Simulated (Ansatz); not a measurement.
# Ni wire along [100], 16 atoms a period: bands by functional and under strain, part 2 of 5

What gap, if any, does the Ni wire along [100], 16 atoms a period have, and how does it change with the functional and under strain?

Ansatz 0.2.0; DFT PBE, plane waves, PAW; relaxation of a wire's period (the session's first sound run).

So far, absolute moment (μB): step 2 (relaxing the period) 12.8.

## (3) The perfect wire

This step: DFT PBE, plane waves, PAW; bands of a perfect wire (Ansatz 0.2.0).

At the relaxed period the bands are computed along the axis; those that cross an energy going forward count the channels that a perfect wire would open there.

input.yaml

```yaml
crystal:
  lattice:
    - [13.84, 0.0, 0.0]
    - [0.0, 12.08, 0.0]
    - [0.0, 0.0, 2.4238224731]
  atoms:
    - { symbol: Ni, position: [0.215564183, 0.406887617, 0.0], spin: 0.8 }
    - { symbol: Ni, position: [0.322396368, 0.249492111, 0.0], spin: 0.77 }
    - { symbol: Ni, position: [0.304514778, 0.578091262, 0.0], spin: 0.74 }
    - { symbol: Ni, position: [0.520782534, 0.416698025, 0.0], spin: 0.71 }
    - { symbol: Ni, position: [0.512957695, 0.755362467, 0.0], spin: 0.74 }
    - { symbol: Ni, position: [0.627249477, 0.25246354, 0.0], spin: 0.73 }
    - { symbol: Ni, position: [0.618910224, 0.589975467, 0.0], spin: 0.72 }
    - { symbol: Ni, position: [0.828446994, 0.433961875, 0.0], spin: 0.74 }
    - { symbol: Ni, position: [0.36606219, 0.414512797, 0.5], spin: 0.68 }
    - { symbol: Ni, position: [0.361206695, 0.74020036, 0.5], spin: 0.76 }
    - { symbol: Ni, position: [0.474391194, 0.246141869, 0.5], spin: 0.7 }
    - { symbol: Ni, position: [0.463092861, 0.583741494, 0.5], spin: 0.76 }
    - { symbol: Ni, position: [0.676111298, 0.423014456, 0.5], spin: 0.79 }
    - { symbol: Ni, position: [0.664770323, 0.755287663, 0.5], spin: 0.75 }
    - { symbol: Ni, position: [0.780071249, 0.267420604, 0.5], spin: 0.74 }
    - { symbol: Ni, position: [0.772142457, 0.595357666, 0.5], spin: 0.74 }
magnetization:
  spin_polarized: true
kpoints:
  mp_grid: { grid: [1, 1, 34] }
  band_path: { path: ["Γ", Z], npoints: 50 }
scf:
  occupations: { method: fermi_dirac, width: 0.05 }
hamiltonian:
  xc: pbe
output:
  dos: { e_range: [-5, 4] }
  write_potential: true
  write_density: true
  volumetric_format: npy
  elf: true
```

On the command line:

```console
> ansatz run input.yaml --threads 4 --pin off --max-ram 16384MiB --backend cpu --events-out ev --progress --plain --runs-dir out
```

Numbers of over 12 decimals in the logs are rounded to 6 here.

The log of the run:

```text
[...]
Crystal: 16 atoms, lattice volume = 405.232 Å³
Basis set: ecut = 420 eV, 7851 PW (Γ)
Bands: 180, of which v1, the nominal top of the filled ones, is band 144 counted from 1 (143 counted from 0)
Symmetry: 2 space group operations
[...]
k-points: 18 of 34
[...]
Starting moments: Σ|m| = 11.87 μB on 16 of 16 sites
[...]
SCF iter   1: F=—  HF=-93408.978276 eV  |F-HF|=—  |Δ(HF+E_count)|=         —  Δρ=3.40e-2 (↑2.66e-2 ↓3.40e-2)  dr2=2.14e1  dr2_m=2.39e0  M=13.759 μB ∫|m|=14.444 μB  β_m=0.30  ethr=3.10e-3  ⟨swp⟩=7.1  Hψ=27271  notcnv=0  defer=386
[...]
SCF iter  18: F=-93425.049300 eV  HF=-93425.049300 eV  |F-HF|=1.40e-8  |Δ(HF+E_count)|=  8.44e-10  Δρ=1.16e-6 (↑4.17e-7 ↓1.16e-6)  dr2=1.53e-8  dr2_m=7.91e-10  M=11.286 μB ∫|m|=12.819 μB  ethr=3.97e-12  ⟨swp⟩=11.3  Hψ=29688  notcnv=0
SCF 1 converged in 18 iterations: F = -93425.049300 eV  dr2 = 1.53e-8
[...]
WARN: The output density's exchange-correlation potential varies sharply where the density is thin. Do not read a vacuum level from v_tot or v_xc, or from such a field of the output density. On a cell that repeats whose density bears no net charge and no dipole along the vacuum's axis use v_es (v_loc + v_h of the components); under efield.dipole_correction with no amplitude use v_es + v_field, which holds any externa [...]
NSCF: frozen V_eff on 51 k-points
SCF converged after 18 iterations
Magnetization: 11.2857 μB (149.6429 up, 138.3571 down)
Absolute magnetization: 12.8310 μB (∫|ρ↑−ρ↓|, with the PAW one-centre terms)
[...]
Per-site moments (μB) at R_I (Å): [(0.798100, 0.992811), (0.773606, 0.993536), (0.751414, 0.992811), (0.716006, 0.999827), (0.736242, 0.999827), (0.723459, 0.999827), (0.721351, 0.998512), (0.743738, 0.999827), (0.683223, 0.994099), (0.765956, 0.972712), (0.700265, 0.999827), (0.758100, 0.972712), (0.792498, 0.976411), (0.751105, 0.998512), (0.744353, 0.976411), (0.744901, 0.999827)]
Free energy (F): -93425.049300 eV
[...]
Internal energy: -93424.770112 eV  (E = F + TS)
E sigma→0 (E₀):  -93424.909706 eV
Entropy (-TS):   -0.279188 eV (-17.449 meV/atom)
Fermi energy:    5.250633 eV
[...]
--- Band table (eV; the first three rows and the last of 36) ---
  k-point 0 ↑: bands = [... 140 lower, 4.4676, 4.5005, 4.5213, 4.5308, 4.5617, 4.6057, 4.6196, 4.6496, ... 32 higher]
  k-point 1 ↑: bands = [... 140 lower, 4.4764, 4.4960, 4.5191, 4.5368, 4.5437, 4.5949, 4.6050, 4.6399, ... 32 higher]
  k-point 2 ↑: bands = [... 140 lower, 4.4502, 4.4762, 4.5085, 4.5186, 4.5340, 4.5739, 4.5867, 4.6087, ... 32 higher]
  k-point 17 ↓: bands = [... 140 lower, 5.5860, 5.6078, 5.7359, 5.7848, 6.8830, 6.9340, 7.0277, 7.0960, ... 32 higher]
```

Wall time 8 min (4 threads of Arm Neoverse V1, shared host); peak memory 4.3 GiB.

In the SCF lines HF is the Harris–Foulkes energy and dr2 the Hartree energy of the density residual, in eV; the loop may stop once dr2 is under the threshold and the program's other checks hold. Hψ counts applications of the Hamiltonian.

This step gave:

```yaml
energy_at_zero_smearing: -93424.9097 eV
total_moment: 11.29 μB
absolute_moment: 12.83 μB
band_gap: 0 eV
```

Site moment by atom:

```
atom  site moment (μB)
 Ni1             0.798
 Ni2             0.774
 Ni3             0.751
 Ni4             0.716
 Ni5             0.736
 Ni6             0.723
 Ni7             0.721
 Ni8             0.744
 Ni9             0.683
Ni10             0.766
Ni11             0.700
Ni12             0.758
Ni13             0.792
Ni14             0.751
Ni15             0.744
Ni16             0.745
```

Spin density in the ca plane at fractional y = 0.423, with atoms of Ni within 0.2 Å of it.

Ten even steps from '0' (0.0 e/Å³) to '9' (2.2 e/Å³), each cell a mean:
```
0000000000000
0000000000000
0000000000000
6420000000024
5310000000013
0000000000000
0000001100000
0000159951000
0000012210000
0000000000000
2200000000002
9620000000026
0000000000000
0000000000000
0000124421000
0000135531000
0000000000000
0000000000000
7520000000025
2100000000001
0000000000000
0000000000000
0000000000000
0000000000000
```
Columns run along c (2.4 Å), rows up along a (13.8 Å). Atoms in or near the plane, at fractional coordinates: Ni at (0.00, 0.22), Ni at (0.00, 0.52), Ni at (0.00, 0.83), Ni at (0.50, 0.37), Ni at (0.50, 0.68).

ELF in the ca plane at fractional y = 0.423, with atoms of Ni within 0.2 Å of it. It is the smooth field of the valence electrons, not physical close to the nuclei.

Ten even steps from '_' (0.01) to '@' (0.63), each cell a mean:
```
________............______
........::--------::......
::::::::::--====--::::::::
%%##++==----====----==++##
##**++==--::----::--==++**
--------------------------
==----::--========--::----
----::--++##@@@@##++--::--
==--------==++++==--------
--------------------------
**++==--::--====--::--==++
@@%%**==--::----::--==**%%
==----------====----------
--------------------------
==--::--==**####**==--::--
==--::--==**%%%%**==--::--
==------------------------
====--------====--------==
%%##**==--::----::--==**##
++++==------====------==++
::::::::::--====--::::::::
........::::::::::::......
__________________________
__________________________
```
Columns run along c (2.4 Å), rows up along a (13.8 Å). Atoms in or near the plane, at fractional coordinates: Ni at (0.00, 0.22), Ni at (0.00, 0.52), Ni at (0.00, 0.83), Ni at (0.50, 0.37), Ni at (0.50, 0.68).

Electrostatic potential energy in the ca plane at fractional y = 0.423, with atoms of Ni within 0.2 Å of it. With pseudopotentials it is smooth inside the atoms' cores, unlike the true potential.

Ten even steps from '_' (-65 eV) to '@' (10 eV), each cell a mean:
```
@@@@@@@@@@@@@@@@@@@@@@@@@@
@@@@@@@@@@@@@@@@@@@@@@@@@@
**####%%@@@@@@@@@@@@%%####
____::==**%%@@@@%%**==::__
....::==##%%@@@@%%##==::..
####%%%%@@@@@@@@@@@@%%%%##
@@@@%%##**++====++**##%%@@
@@%%##==::________::==##%%
@@@@%%##++--::::--++##%%@@
%%%%%%@@@@%%%%%%%%@@@@%%%%
::::==++##%%@@@@%%##++==::
____..--**%%@@@@%%**--..__
==++**##%%@@@@@@@@%%##**++
@@@@@@%%%%########%%%%@@@@
@@@@%%++--..____..--++%%@@
@@@@##++--..____..--++##@@
@@@@@@%%%%##****##%%%%@@@@
++++**##%%@@@@@@@@%%##**++
____..==**%%@@@@%%**==..__
::--==**%%@@@@@@@@%%**==--
%%%%@@@@@@@@@@@@@@@@@@@@%%
@@@@@@@@@@@@@@@@@@@@@@@@@@
@@@@@@@@@@@@@@@@@@@@@@@@@@
@@@@@@@@@@@@@@@@@@@@@@@@@@
```
Columns run along c (2.4 Å; values clipped at the 3rd and 97th percentile), rows up along a (13.8 Å). Atoms in or near the plane, at fractional coordinates: Ni at (0.00, 0.22), Ni at (0.00, 0.52), Ni at (0.00, 0.83), Ni at (0.50, 0.37), Ni at (0.50, 0.68).

Between Γ and Z the bands cross the Fermi level 27 times, so a perfect wire would conduct at least 13.5 G₀, with an absolute moment of 12.83 μB a cell.

## (4) Levels at the same atoms, k-mesh 1×1×25

This step: DFT LDA, plane waves, PAW; bands of a perfect wire at the PBE geometry (Ansatz 0.2.0).

The atoms stay at the PBE geometry and the functional changes. At fixed atoms LDA and the gradient-corrected functionals usually give like bands; this run checks that. Against the first PBE run of this kind, the mesh along the wire has 25 points against 34.

input.yaml, as its differences from that of step 3:

```diff
@@ -25,3 +25,3 @@
 kpoints:
-  mp_grid: { grid: [1, 1, 34] }
+  mp_grid: { grid: [1, 1, 25] }
   band_path: { path: ["Γ", Z], npoints: 50 }
@@ -30,8 +30,2 @@
 hamiltonian:
-  xc: pbe
-output:
-  dos: { e_range: [-5, 4] }
-  write_potential: true
-  write_density: true
-  volumetric_format: npy
-  elf: true
+  xc: lda
```

The log of the run:

```text
[...]
Crystal: 16 atoms, lattice volume = 405.232 Å³
Basis set: ecut = 420 eV, 7851 PW (Γ)
Bands: 180, of which v1, the nominal top of the filled ones, is band 144 counted from 1 (143 counted from 0)
Symmetry: 2 space group operations
[...]
k-points: 13 of 25
[...]
Starting moments: Σ|m| = 11.87 μB on 16 of 16 sites
[...]
SCF iter   1: F=—  HF=-92345.188004 eV  |F-HF|=—  |Δ(HF+E_count)|=         —  Δρ=4.08e-2 (↑2.13e-2 ↓4.08e-2)  dr2=2.25e1  dr2_m=2.29e0  M=13.781 μB ∫|m|=14.364 μB  β_m=0.30  ethr=3.10e-3  ⟨swp⟩=7.0  Hψ=19509  notcnv=0  defer=298
[...]
SCF iter  17: F=-92360.477553 eV  HF=-92360.477553 eV  |F-HF|=2.82e-8  |Δ(HF+E_count)|=   2.52e-9  Δρ=1.80e-6 (↑3.86e-7 ↓1.80e-6)  dr2=2.93e-8  dr2_m=2.17e-9  M=10.999 μB ∫|m|=12.132 μB  ethr=1.19e-11  ⟨swp⟩=11.2  Hψ=18573  notcnv=0
SCF 1 converged in 17 iterations: F = -92360.477553 eV  dr2 = 2.93e-8
[...]
SCF converged after 17 iterations
Magnetization: 10.9988 μB (149.4994 up, 138.5006 down)
Absolute magnetization: 12.1420 μB (∫|ρ↑−ρ↓|, with the PAW one-centre terms)
[...]
Per-site moments (μB) at R_I (Å): [(0.773702, 0.992811), (0.744891, 0.993536), (0.725673, 0.992811), (0.694361, 0.999827), (0.702042, 0.999827), (0.695206, 0.999827), (0.701659, 0.998512), (0.711969, 0.999827), (0.660153, 0.994099), (0.732543, 0.972712), (0.667454, 0.999827), (0.729314, 0.972712), (0.761811, 0.976411), (0.720379, 0.998512), (0.715556, 0.976411), (0.722732, 0.999827)]
Free energy (F): -92360.477553 eV
[...]
Internal energy: -92360.185705 eV  (E = F + TS)
E sigma→0 (E₀):  -92360.331629 eV
Entropy (-TS):   -0.291848 eV (-18.240 meV/atom)
Fermi energy:    4.831130 eV
[...]
--- Band table (eV; the first three rows and the last of 26) ---
  k-point 0 ↑: bands = [... 140 lower, 4.1152, 4.1428, 4.1628, 4.1777, 4.2083, 4.2476, 4.2630, 4.2981, ... 32 higher]
  k-point 1 ↑: bands = [... 140 lower, 4.1149, 4.1363, 4.1609, 4.1741, 4.1891, 4.2286, 4.2452, 4.2752, ... 32 higher]
  k-point 2 ↑: bands = [... 140 lower, 4.0822, 4.0994, 4.1352, 4.1561, 4.1869, 4.2084, 4.2103, 4.2369, ... 32 higher]
  k-point 12 ↓: bands = [... 140 lower, 5.1355, 5.1436, 5.2766, 5.3282, 6.3222, 6.3519, 6.5872, 6.6215, ... 32 higher]
```

It took 6.3 min on 4 threads; peak memory 4.3 GiB.

Numbers from this step:

* energy at zero smearing: -92360.3316 eV
* total moment: 11.00 μB
* absolute moment: 12.14 μB

Site moment by atom:

```
atom  site moment (μB)
 Ni1             0.774
 Ni2             0.745
 Ni3             0.726
 Ni4             0.694
 Ni5             0.702
 Ni6             0.695
 Ni7             0.702
 Ni8             0.712
 Ni9             0.660
Ni10             0.733
Ni11             0.667
Ni12             0.729
Ni13             0.762
Ni14             0.720
Ni15             0.716
Ni16             0.723
```

Bands cross the Fermi level, as under PBE at the relaxed period, with an absolute moment of 12.14 μB a cell.

For the absolute moment, step 3 gave 12.8 μB; this run, with LDA PBE and k-mesh 1×1×25, gives 12.1 μB (-5 %).

## (5) Levels at the same atoms, k-mesh 1×1×25 (run 2)

This step: DFT PBEsol, plane waves, PAW; bands of a perfect wire at the PBE geometry (Ansatz 0.2.0).

The atoms stay at the PBE geometry and the functional changes. At fixed atoms LDA and the gradient-corrected functionals usually give like bands; this run checks that. Against the first PBE run of this kind, the mesh along the wire has 25 points against 34.

input.yaml, as its differences from that of step 4:

```diff
@@ -30,2 +30,2 @@
 hamiltonian:
-  xc: lda
+  xc: pbesol
```

The log of the run:

```text
[...]
Crystal: 16 atoms, lattice volume = 405.232 Å³
Basis set: ecut = 420 eV, 7851 PW (Γ)
Bands: 180, of which v1, the nominal top of the filled ones, is band 144 counted from 1 (143 counted from 0)
Symmetry: 2 space group operations
[...]
k-points: 13 of 25
[...]
Starting moments: Σ|m| = 11.87 μB on 16 of 16 sites
[...]
k-point 0 ↑: bands = [... 140 lower, 4.3371, 4.3675, 4.3888, 4.4007, 4.4308, 4.4731, 4.4877, 4.5201, ... 32 higher]
  k-point 1 ↑: bands = [... 140 lower, 4.3374, 4.3615, 4.3855, 4.3966, 4.4128, 4.4525, 4.4716, 4.4990, ... 32 higher]
  k-point 2 ↑: bands = [... 140 lower, 4.3044, 4.3228, 4.3580, 4.3805, 4.4094, 4.4300, 4.4354, 4.4622, ... 32 higher]
  k-point 12 ↓: bands = [... 140 lower, 5.4347, 5.4435, 5.5760, 5.6278, 6.5580, 6.5974, 6.7791, 6.8357, ... 32 higher]
[key lines of the parts left out:]
SCF converged after 17 iterations
Magnetization: 11.2673 μB (149.6337 up, 138.3663 down)
Free energy (F): -92867.242698 eV
Fermi energy:    5.112584 eV
```

Elapsed: 6.4 min, on 4 threads; peak memory 4.3 GiB; 25 min of CPU time.

Bands cross the Fermi level, as under PBE at the relaxed period, with an absolute moment of 12.75 μB a cell.

Between step 4 and this run (PBEsol PBE) the value for the absolute moment moves from 12.1 μB to 12.7 μB (+5 %).

(Continued in part 3 of 5.)

[Logs are printed without paths, hosts, clocks, repeated set-up lines and the standing remarks that a program may print on its own settings, such as how far it seeks lower states.]

[Hosts, paths, dates, database ids (printed as entryN), source tags and the programs' standing remarks are cut or masked in the printed files.]
